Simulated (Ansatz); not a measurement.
**Optical response of CaCu2S2**

What colour and refractive index does CaCu2S2 have at this level of theory?

Method: DFT, PBE, plane-wave PAW, default files, scalar-relativistic, independent-particle optical response without local fields, in Ansatz 0.2.0.

### Step 1. Starting point

It takes space group P-3m1 (No. 164, trigonal). The conventional cell has a = 3.940 Å, b = 3.940 Å, c = 6.523 Å, α = 90.00°, β = 90.00°, γ = 120.00°. Nearest to Cu lie 4 S at 2.41 Å. Nearest to Ca lie 6 S at 2.81 Å. Nearest to S lie 4 Cu at 2.41 Å and 3 Ca at 2.81 Å. Farther neighbours and most contacts between anions are not listed.

As a file:

```cif
data_structure
_symmetry_space_group_name_H-M 'P 1'
_symmetry_Int_Tables_number 1
_cell_length_a 3.9400
_cell_length_b 3.9400
_cell_length_c 6.5230
_cell_angle_alpha 90.000
_cell_angle_beta 90.000
_cell_angle_gamma 120.000
_cell_volume 87.69
loop_
_atom_site_label
_atom_site_type_symbol
_atom_site_fract_x
_atom_site_fract_y
_atom_site_fract_z
_atom_site_occupancy
Cu1 Cu 0.66667 0.33333 0.62351 1
Cu2 Cu 0.33333 0.66667 0.37649 1
Ca3 Ca 0.00000 0.00000 0.00000 1
S4 S 0.66667 0.33333 0.25370 1
S5 S 0.33333 0.66667 0.74630 1
```

### Step 2. Ground state and bands

The self-consistent density comes first; it also tells whether there is a gap, which decides the occupations and the need for a Drude term.

This step: DFT, PBE, plane-wave PAW, default files, scalar-relativistic, ground state (Ansatz 0.2.0).

The input, input.yaml:

```yaml
crystal:
  lattice:
    - [3.9399999606, 0.0, 0.0]
    - [-1.9699999803, 3.4121400568, 0.0]
    - [0.0, 0.0, 6.523]
  atoms:
    - { symbol: Cu, position: [0.6666666667, 0.3333333333, 0.62351] }
    - { symbol: Cu, position: [0.3333333333, 0.6666666667, 0.37649] }
    - { symbol: Ca, position: [0.0, 0.0, 0.0] }
    - { symbol: S, position: [0.6666666667, 0.3333333333, 0.2537] }
    - { symbol: S, position: [0.3333333333, 0.6666666667, 0.7463] }
kpoints:
  mp_grid: { grid: [7, 7, 4] }
  band_path:
    path:
      - [[0.0, 0.0, 0.0], [0.5, 0.0, 0.0], [0.33333333, 0.33333333, 0.0], [0.0, 0.0, 0.0], [0.0, 0.0, 0.5], [0.5, 0.0, 0.5], [0.33333333, 0.33333333, 0.5], [0.0, 0.0, 0.5]]
      - [[0.5, 0.0, 0.5], [0.5, 0.0, 0.0]]
      - [[0.33333333, 0.33333333, 0.0], [0.33333333, 0.33333333, 0.5]]
    npoints: 5
scf:
  occupations: { method: fermi_dirac, width: 0.05 }
  n_extra_bands: 9
hamiltonian:
  xc: pbe
  pseudopotentials: { kind: paw }
output:
  forces: true
  stress: true
  populations: true
  write_bands: true
```

On the command line:

```sh
$ ansatz run input.yaml --threads 4 --pin off --max-ram 8192MiB --backend cpu --events-out ev --progress --plain --runs-dir out
```

Numbers of over 12 decimals in the logs are rounded to 6 here.

The program printed:

```text
scf.n_extra_bands = 9 over 30 filled bands (N_el = 60.0): the run solves 39 bands
Engine: ansatz 0.2.0, x86_64-unknown-linux-gnu
Pseudopotentials: kind: paw
Pseudopotential: Cu, paw, valence charge 19, recommended cutoff 420 eV (normal), Cu.paw.azcp
Pseudopotential: Ca, paw, valence charge 10, recommended cutoff 420 eV (normal), Ca.paw.azcp
Pseudopotential: S, paw, valence charge 6, recommended cutoff 420 eV (normal), S.paw.azcp
Functional definition: PBE
  parameter kappa = 0.804
  parameter beta = 0.066725
  exchange = pbe_x(kappa = kappa, mu = beta*pi^2/3)
  correlation = pbe_c(beta = beta)
Crystal: 5 atoms, lattice volume = 87.694 Å³
Basis set: ecut = 420 eV, 1761 PW (Γ), exchange–correlation on 54×54×90 points (8 copies of the dense FFT grid, shifted against one another)
Bands: 39, of which v1, the nominal top of the filled ones, is band 30 counted from 1 (29 counted from 0)
Symmetry: 12 space group operations
Space group: P-3m1 (ITA 164), of the structure as read, at distance tolerance 4.4e-5 Å
k-points: 28 of 196
Non-local potential: Cu, projectors of the file, l = 0: 3, l = 1: 2, l = 2: 3, l = 3: 1
Non-local potential: Ca, projectors of the file, l = 0: 3, l = 1: 2, l = 2: 2
Non-local potential: S, projectors of the file, l = 0: 2, l = 1: 2, l = 2: 2
PAW form: soft (Blöchl's): semilocal exchange-correlation on the pseudo side does not see the compensation charge
PAW one-centre angular grid: Cu, 590 points (default); XC on 64 Gauss nodes
PAW one-centre angular grid: Ca, 110 points (default); XC on 64 Gauss nodes
PAW one-centre angular grid: S, 110 points (default); XC on 64 Gauss nodes
Initial density: superposition of atomic densities (neutral atoms: chi_scale 0, normalization atom), corrected by the library's trained network
Initial wavefunctions: pseudopotential atomic-orbital guess
Functional: x = pbe(κ = 0.804, μ = 0.219515), c = pbe(β = 0.066725)
SCF iter   1: F=—  HF=-16876.012309 eV  |F-HF|=—  |Δ(HF+E_count)|=         —  Δρ=1.44e-3  dr2=1.91e-3  ethr=1.77e-3  ⟨swp⟩=8.6  Hψ=5184  notcnv=0  defer=10
preconditioner: auto → Resta (q_TF=auto, 2.561 Å⁻¹)  ε∞=6.6  [insulator: Δε(μ)=1.075 eV  Ē_g=10.888 eV  σ=0.050 eV  W_gap=1.00  n_scr=22 (ndim 8)  ℏωp=25.7 eV  f_vac=0.020  D(μ)=0.00/eV (n_scr^D=0)  ε∞_Penn≈6.6]
SCF iter   2: F=—  HF=-16876.013140 eV  |F-HF|=—  |Δ(HF+E_count)|=   8.31e-4  Δρ=1.87e-3  dr2=2.63e-3  ethr=3.19e-6  ⟨swp⟩=2.0  Hψ=1932  notcnv=0  defer=23
SCF iter   3: F=—  HF=-16876.012745 eV  |F-HF|=—  |Δ(HF+E_count)|=   3.95e-4  Δρ=4.86e-4  dr2=3.19e-4  ethr=3.19e-6  ⟨swp⟩=2.0  Hψ=1331  notcnv=0  defer=23
SCF iter   4: F=—  HF=-16876.012784 eV  |F-HF|=—  |Δ(HF+E_count)|=   3.91e-5  Δρ=3.87e-4  dr2=1.27e-4  ethr=5.32e-7  ⟨swp⟩=2.0  Hψ=1476  notcnv=0  defer=23
SCF iter   5: F=—  HF=-16876.012792 eV  |F-HF|=—  |Δ(HF+E_count)|=   8.13e-6  Δρ=5.75e-5  dr2=2.53e-6  ethr=2.12e-7  ⟨swp⟩=2.0  Hψ=1351  notcnv=0  defer=23
SCF iter   6: F=—  HF=-16876.012665 eV  |F-HF|=—  |Δ(HF+E_count)|=   1.28e-4  Δρ=2.52e-5  dr2=5.51e-7  ethr=4.22e-9  ⟨swp⟩=2.0  Hψ=1590  notcnv=0  defer=23
SCF iter   7: F=-16876.012665 eV  HF=-16876.012665 eV  |F-HF|=4.82e-9  |Δ(HF+E_count)|=   3.29e-8  Δρ=3.65e-6  dr2=1.82e-8  ethr=1.67e-10  ⟨swp⟩=7.3  Hψ=4599  notcnv=0
SCF 1 converged in 7 iterations: F = -16876.012665 eV  dr2 = 1.82e-8
  greatest PAW one-centre occupation: 1.000 electrons in one spin orbital (limit 2), on the Cu atom at site 1 (counted from 0), in its partial waves of l = 0
NSCF: frozen V_eff on 48 k-points
SCF converged after 7 iterations
Free energy (F): -16876.012665 eV
Harris-Foulkes:  -16876.012665 eV  (|F-HF|=4.82e-9)
Internal energy: -16876.012664 eV  (E = F + TS)
E sigma→0 (E₀):  -16876.012664 eV
Entropy (-TS):   -0.000000 eV (-0.000 meV/atom)
Fermi energy:    10.552110 eV
--- Per-component energies (eV) ---
  E_band       = -1027.869703
  E_kinetic    = 1095.662920
  E_local      = -12430.662823  (includes V_loc(G=0)·N_el)
  E_nonlocal   = 919.877948
  E_hartree    = 5487.279589
  E_xc         = -510.180687
  E_vxc        = -576.809197  (∫ρ·V_xc dr)
  E_paw        = -5402.330549  (= ΣΔE_a)
  E_vpaw       = -1010.503791  (= ΣTr[D̂ρ^β])
  E_aug_tail   = 0.000607  (compensation charges beyond the density's cutoff)
  E_ewald      = -6035.659669
  E_smearing   = -0.000000  (= −TS)
  E_closure    = 0.000000  (closes the sum)
  Σ components = -16876.012665   (vs F -16876.012665, Δ=0.00e0)
--- Forces (eV/Å), atoms counted from 1 ---
  atom   1  Cu    -0.00000000    -0.00000000     0.00544504
  atom   2  Cu     0.00000000     0.00000000    -0.00544504
  atom   3  Ca     0.00000000     0.00000000     0.00000000
  atom   4  S      0.00000000    -0.00000000     0.25957554
  atom   5  S      0.00000000    -0.00000000    -0.25957554
  max |Σ_I F_I| component: 1.85e-17 eV/Å
--- Stress (GPa, compression-positive) ---
       -0.788793      -0.000000       0.000000
        0.000000      -0.788793       0.000000
        0.000000       0.000000      -0.557690
  P = ⅓ Tr σ = -0.7118 GPa (-7.118 kbar)
--- Band table (eV; the first three rows and the last of 28) ---
  k-point 0: bands = [... 26 lower, 9.3519, 9.8486, 9.9871, 9.9871, 11.0641, 12.2349, 12.7738, 13.2567, ... 5 higher]
  k-point 1: bands = [... 26 lower, 9.3786, 9.4834, 9.8559, 9.8559, 11.7656, 12.1903, 13.0661, 13.3243, ... 5 higher]
  k-point 2: bands = [... 26 lower, 9.4250, 9.4250, 9.7103, 9.7103, 11.9735, 12.3341, 13.3244, 13.3244, ... 5 higher]
  k-point 27: bands = [... 26 lower, 8.2784, 8.7596, 9.0047, 9.2359, 12.8452, 13.1689, 14.1317, 14.5232, ... 5 higher]
--- Löwdin populations: 5 sites ---
  site symbol       q [e]
     0     Cu     18.4604
     1     Cu     18.4604
     2     Ca      8.4047
     3      S      6.9820
     4      S      6.9820
  spilling = 0.011842 (of n_electrons = 60.000000)
```

Run time: 6 s. Hardware: 4 threads of Intel Xeon at 2.50GHz (Skylake/Cascade Lake), shared host; peak memory 0.47 GiB.

Numbers from this step:

| Item | Value |
| --- | --- |
| free energy | -16876.0127 eV |
| Fermi energy | 10.55 eV |
| gap by band count | 1.077 eV |
| electrons | 60 |
| symmetry operations | 12 |
| pressure | -0.7118 GPa |
| volume | 87.69 Å³ |
| gap on the path | 1.077 eV |
| least direct gap on the path | 1.077 eV |

There is a gap, 1.08 eV on the path, so no carriers' term is needed. The cell is left with a pressure of -0.7 GPa and forces up to 0.26 eV/Å, as it stands unrelaxed at this level.

The electronic bands at the labelled points (eV, zero at the Fermi level; v1 is the highest filled band, c1 the lowest empty one):

```tsv
point	v4	v3	v2	v1	c1	c2	c3	c4
Γ	-1.20	-0.70	-0.56	-0.56	0.51	1.68	2.22	2.71
0.60 of the way	-1.88	-1.68	-1.35	-1.08	1.69	2.09	3.73	3.86
M	-2.19	-2.15	-1.98	-1.18	1.46	2.71	3.42	4.49
0.60 of the way	-2.19	-2.03	-1.94	-1.16	2.36	2.76	3.32	3.82
K	-2.35	-1.96	-1.96	-1.17	2.95	3.00	3.00	3.59
0.40 of the way	-2.01	-1.83	-1.59	-1.01	2.07	2.57	2.99	4.06
Γ	-1.20	-0.70	-0.56	-0.56	0.51	1.68	2.22	2.71
0.40 of the way	-1.18	-0.99	-0.66	-0.66	1.04	1.64	2.40	2.76
A	-1.13	-1.13	-0.84	-0.84	1.42	1.78	2.77	2.77
0.40 of the way	-1.58	-1.36	-1.23	-1.04	1.87	2.30	2.82	3.32
L	-2.18	-2.15	-1.33	-1.04	1.41	2.39	2.44	3.69
0.60 of the way	-2.25	-1.90	-1.45	-1.28	1.99	2.81	3.43	3.46
H	-2.32	-1.68	-1.68	-1.34	2.55	2.55	3.60	4.05
0.40 of the way	-2.11	-1.69	-1.36	-1.20	2.03	2.58	3.03	3.13
A	-1.13	-1.13	-0.84	-0.84	1.42	1.78	2.77	2.77
jump to L	-2.18	-2.15	-1.33	-1.04	1.41	2.39	2.44	3.69
0.40 of the way	-2.17	-2.16	-1.58	-1.09	1.44	2.31	3.17	3.74
M	-2.19	-2.15	-1.98	-1.18	1.46	2.71	3.42	4.49
jump to K	-2.35	-1.96	-1.96	-1.17	2.95	3.00	3.00	3.59
0.40 of the way	-2.34	-1.87	-1.87	-1.23	2.83	2.83	3.15	3.76
H	-2.32	-1.68	-1.68	-1.34	2.55	2.55	3.60	4.05
```

### Step 3. Spectrum

With the density converged, the vertical transitions are summed over the zone.

This step: DFT, PBE, plane-wave PAW, default files, scalar-relativistic, independent-particle optical response without local fields (Ansatz 0.2.0).

input.yaml, the sections that differ from step 2:

```yaml
kpoints:
  mp_grid: { grid: [7, 7, 4] }
scf:
  occupations: { method: fixed }
output:
  optics:
    e_range: [0, 14]
    de: 0.05
    sigma: 0.1
    nscf_kmesh: { grid: [9, 9, 4] }
    bands: { spectra_wanted_up_to: 14 }
# crystal, hamiltonian: as in step 2
```

The program printed:

```text
[...]
Crystal: 5 atoms, lattice volume = 87.694 Å³
Basis set: ecut = 420 eV, 1761 PW (Γ)
Bands: 36, of which v1, the nominal top of the filled ones, is band 30 counted from 1 (29 counted from 0)
[... 1 set-up line as in the run before ...]
[...]
k-points: 28 of 196
[...]
SCF iter   1: F=—  HF=-16876.012486 eV  |F-HF|=—  |Δ(HF+E_count)|=         —  Δρ=1.43e-3  dr2=1.54e-3  ethr=1.77e-3  ⟨swp⟩=4.5  Hψ=3668  notcnv=0  defer=97
[...]
SCF iter  11: F=-16876.012622 eV  HF=-16876.012622 eV  |F-HF|=3.64e-12  |Δ(HF+E_count)|=  3.64e-12  Δρ=6.85e-8  dr2=3.48e-12  ethr=1.00e-12  ⟨swp⟩=9.0  Hψ=4304  notcnv=0
SCF 1 converged in 11 iterations: F = -16876.012622 eV  dr2 = 3.48e-12
[...]
NSCF: frozen V_eff on 43 k-points
[...]
output.optics: what the bands over the 62 summed would add to eps1, eps2 and the energy-loss function is held between a lower and an upper bound (9 Lanczos steps). eps1, eps2 and their loss function (loss_summed_bands) are given on every row as the summed bands alone make them. Along an axis, on a row where the two bounds hold the loss function to about 1 % of the greater of itself and 0.5 % of |1/eps|, its cell (loss_completed) is given, with the completed eps1 and eps2 that it is formed of (a cell that is left empty reads nan in the table and null in the record). The two bounds hold it so along every axis on all 281 rows up to 14.000 eV. [rest of the remark cut]
SCF converged after 11 iterations
Free energy (F): -16876.012622 eV
[...]
Internal energy: -16876.012622 eV  (E = F + TS)
E sigma→0 (E₀):  -16876.012622 eV
Fermi energy:    9.987047 eV
[...]
--- Band table (eV; the first three rows and the last of 28) ---
  k-point 0: bands = [... 26 lower, 9.3519, 9.8485, 9.9870, 9.9870, 11.0641, 12.2349, 12.7738, 13.2566, ... 2 higher]
  k-point 1: bands = [... 26 lower, 9.3786, 9.4834, 9.8559, 9.8559, 11.7656, 12.1903, 13.0660, 13.3242, ... 2 higher]
  k-point 2: bands = [... 26 lower, 9.4250, 9.4250, 9.7103, 9.7103, 11.9735, 12.3341, 13.3243, 13.3243, ... 2 higher]
  k-point 27: bands = [... 26 lower, 8.2784, 8.7596, 9.0047, 9.2359, 12.8451, 13.1689, 14.1317, 14.5232, ... 2 higher]
```

The job ended after 2.1 min (4 threads; peak memory 1.4 GiB; 7.9 min of CPU time).

This step gave:

* electronic dielectric constant ε∞, mean over x, y and z (by symmetry where fewer were run): 8.791
* absorption onset, first axis (α over 10⁴ cm⁻¹, or the direct gap if that lies higher): 1.174 eV
* main peak of Im epsilon, first axis: 3.562 eV
* photocurrent from vertical transitions in a film 500 nm thick on a perfect mirror (two passes), AM1.5G, no front reflection, all carriers collected: 39.89 mA/cm²
* least direct gap on the mesh: 1.077 eV
* bands summed: 62
* spectra valid up to: 20.80 eV
* program's estimate of the k-sum error in Im epsilon: 0.15 %
* electrons in the f-sum: 24.05

The Im ε has structure finer than the step of the table below, so its rows give means over 0.5 eV, whole bins alone (the curve runs from 0 to 14 eV). Peaks (eV: height): E ∥ x or y 3.55: 10.3, 7.05: 9.12, 7.90: 7.38; E ∥ z 2.95: 14.9, 7.00: 10.6.

Table of Im ε by photon energy; means over each step:

```tsv
photon energy (eV)	E ∥ x or y	E ∥ z
0.5	0	0
1.0	0.192	0.0671
1.5	0.952	1.21
2.0	1.55	1.67
2.5	4.68	2.91
3.0	8.19	13.4
3.5	9.22	9.21
4.0	7.85	7.26
4.5	7.64	7.54
5.0	6.13	7.40
5.5	4.94	6.62
6.0	7.88	6.64
6.5	8.44	7.46
7.0	8.63	9.73
7.5	6.60	6.27
8.0	7.23	6.42
8.5	5.92	5.00
9.0	4.76	4.15
9.5	2.87	3.28
10.0	2.15	2.31
10.5	1.96	2.13
11.0	1.86	1.84
11.5	1.84	2.06
12.0	1.70	1.67
12.5	1.53	1.31
13.0	1.20	1.25
13.5	1.09	1.10
```

Table of Re ε by photon energy:

```tsv
photon energy (eV)	E ∥ x or y	E ∥ z
0.0	8.67	9.03
0.5	8.83	9.19
1.0	9.56	9.85
1.5	10.0	10.7
2.0	11.0	11.1
2.5	13.6	14.2
3.0	9.07	10.2
3.5	7.96	3.77
4.0	5.05	5.32
4.5	4.71	4.57
5.0	2.82	4.32
5.5	4.01	2.69
6.0	4.74	3.13
6.5	2.64	3.26
7.0	1.06	0.942
7.5	0.295	-1.54
8.0	-0.815	-1.03
8.5	-1.93	-2.45
9.0	-3.06	-1.87
9.5	-2.81	-2.69
10.0	-1.65	-1.71
10.5	-1.27	-1.15
11.0	-0.912	-0.917
11.5	-0.803	-0.727
12.0	-0.727	-1.05
12.5	-1.03	-0.814
13.0	-0.627	-0.616
13.5	-0.538	-0.416
14.0	-0.422	-0.364
```

Table of loss function −Im 1/ε at q → 0 by energy loss; read off at these points:

```tsv
energy loss (eV)	E ∥ x or y	E ∥ z
0.50	0	0
1.00	5.7e-4	1.5e-5
1.50	0.00942	0.0111
2.00	0.0121	0.0134
2.50	0.0228	0.00985
3.00	0.0550	0.0459
3.50	0.0612	0.0946
4.00	0.0900	0.0887
4.50	0.0942	0.0934
5.00	0.138	0.0999
5.50	0.123	0.138
6.00	0.0921	0.123
6.50	0.106	0.113
7.00	0.108	0.0940
7.50	0.161	0.162
8.00	0.135	0.154
8.50	0.154	0.161
9.00	0.147	0.192
9.50	0.178	0.183
10.00	0.293	0.282
10.50	0.360	0.360
11.00	0.437	0.441
11.50	0.454	0.418
12.00	0.505	0.436
12.10	0.511	0.472
12.50	0.446	0.556
13.00	0.649	0.633
13.50	0.741	0.797
14.00	0.857	0.897
```

The refractive index n and extinction k by photon energy:

```tsv
photon energy (eV)	n, E ∥ x or y	k, E ∥ x or y	n, E ∥ z	k, E ∥ z
0.0	2.94	0	3.01	0
0.5	2.97	0	3.03	0
1.0	3.09	0.00836	3.14	2.4e-4
1.5	3.17	0.150	3.27	0.196
2.0	3.33	0.224	3.34	0.253
2.5	3.75	0.635	3.78	0.269
3.0	3.28	1.29	3.75	1.97
3.5	3.22	1.56	2.60	1.73
4.0	2.68	1.47	2.69	1.39
4.5	2.63	1.48	2.64	1.54
5.0	2.16	1.37	2.55	1.48
5.5	2.26	1.05	2.16	1.40
6.0	2.66	1.52	2.29	1.45
6.5	2.42	1.79	2.39	1.56
7.0	2.26	2.01	2.40	2.20
7.5	1.80	1.72	1.49	1.94
8.0	1.81	2.02	1.64	1.93
8.5	1.46	2.01	1.25	2.00
9.0	1.16	2.10	1.21	1.82
9.5	0.758	1.84	0.866	1.85
10.0	0.716	1.47	0.740	1.50
10.5	0.727	1.34	0.806	1.34
11.0	0.755	1.22	0.742	1.21
11.5	0.781	1.19	0.878	1.22
12.0	0.737	1.13	0.659	1.22
12.5	0.647	1.20	0.592	1.08
13.0	0.609	0.999	0.636	1.01
13.5	0.579	0.934	0.615	0.891
14.0	0.570	0.864	0.583	0.839
```

Values under 1 per cm are given as 1. Table of absorption coefficient by photon energy:

```tsv
photon energy (eV)	E ∥ x or y (1/cm)	E ∥ z (1/cm)
0.0	1	1
0.5	1	1
1.0	847	24.1
1.5	22844	29820
2.0	45496	51307
2.5	1.6e5	68223
3.0	3.9e5	6.0e5
3.5	5.5e5	6.1e5
4.0	5.9e5	5.7e5
4.5	6.7e5	7.0e5
5.0	6.9e5	7.5e5
5.5	5.9e5	7.8e5
6.0	9.2e5	8.8e5
6.5	1.2e6	1.0e6
7.0	1.4e6	1.6e6
7.5	1.3e6	1.5e6
8.0	1.6e6	1.6e6
8.5	1.7e6	1.7e6
9.0	1.9e6	1.7e6
9.5	1.8e6	1.8e6
10.0	1.5e6	1.5e6
10.5	1.4e6	1.4e6
11.0	1.4e6	1.4e6
11.5	1.4e6	1.4e6
12.0	1.4e6	1.5e6
12.5	1.5e6	1.4e6
13.0	1.3e6	1.3e6
13.5	1.3e6	1.2e6
14.0	1.2e6	1.2e6
```

From ε follow the optical constants at some laser and lamp lines:

```tsv
wavelength (nm)	n xy	k xy	R (%) xy	1/α xy	n z	k z	R (%) z	1/α z
1550	3.02	0.000	25.3	over 1 mm	3.08	0.000	26.0	over 1 mm
1064	3.15	0.080	26.8	1.1 µm	3.23	0.024	27.8	3.4 µm
800	3.18	0.156	27.3	407 nm	3.27	0.207	28.5	307 nm
532	3.58	0.362	32.1	117 nm	3.55	0.257	31.6	165 nm
450	3.65	1.023	35.6	35 nm	4.54	1.011	42.7	35 nm
405	3.22	1.250	33.5	26 nm	3.53	2.012	42.6	16 nm
193	2.45	1.741	34.4	8.8 nm	2.39	1.521	30.7	10 nm
```

Rows near the edge hang on the gap, which this functional as a rule makes too small, and phonon-assisted absorption is left out.

A polished face would reflect 31 % of daylight and look faintly blue (CIE x = 0.294, y = 0.308 under D65).

The f-sum over the summed bands holds 24.0 of the cell's 60 electrons outside the frozen cores, 28 of which lie in bands more than 12 eV below the Fermi level, whose transitions come at higher energies. Up to 14 eV the strength has a mean oscillator energy of 5.7 eV, well above the main peak, so higher transitions carry much of it.

### Step 4. Outcome

```yaml
gap_on_the_path: 1.08 eV
least_direct_gap_on_the_path: 1.08 eV
electronic_dielectric_constant_eps_infinity_mean_over_x_y_and_z_by_symmetry_where_fewer_were_run_independent_particles: 8.79
absorption_onset_first_axis_alpha_over_1e4_cm_minus1_or_the_direct_gap_if_that_lies_higher: 1.17 eV
main_peak_of_im_epsilon_first_axis: 3.56 eV
photocurrent_from_vertical_transitions_in_a_film_500_nm_thick_on_a_perfect_mirror_two_passes_am1p5g_no_front_reflection_all_carriers_collected: 39.9 mA/cm²
```

At this level (PBE, independent particles) CaCu2S2 has a mean ε∞ = 8.79 and n = 3.02 at 1550 nm (E ∥ x); absorption sets in near 1.2 eV, and Im ε peaks at 3.6 eV (E ∥ x). The gap on the path is direct, 1.08 eV. The absorption coefficient passes 10⁴ cm⁻¹ at 1.17 eV, in the infrared, so it absorbs across the visible. Distinct maxima of Im ε, read by a parabola through the highest points, lie at 2.91 eV (8.9), 3.56 eV (10), 6.52 eV (8.6) and 7.03 eV (9.1) for E ∥ x or y. The static values by axis are 8.67 (xy), 9.03 (z). The f-sum over the summed bands holds 24.0 of the cell's 60 electrons outside the frozen cores, 28 of which lie in bands more than 12 eV below the Fermi level, whose transitions come at higher energies. Up to 14 eV the strength has a mean oscillator energy of 5.7 eV, well above the main peak, so higher transitions carry much of it. A polished face would reflect 31 % of daylight and look faintly blue (CIE x = 0.294, y = 0.308 under D65). Excitons and phonon-assisted transitions are missing, and so are local fields; PBE gaps are as a rule too small, which pulls the onset down and ε∞ up. In the base run ε includes the program's bounded estimate of what the bands above those summed add.

[Logs are printed without paths, hosts, clocks, repeated set-up lines and the standing remarks that a program may print on its own settings, such as how far it seeks lower states.]

[Hosts, paths, dates, database ids (printed as entryN), source tags and the programs' standing remarks are cut or masked in the printed files.]
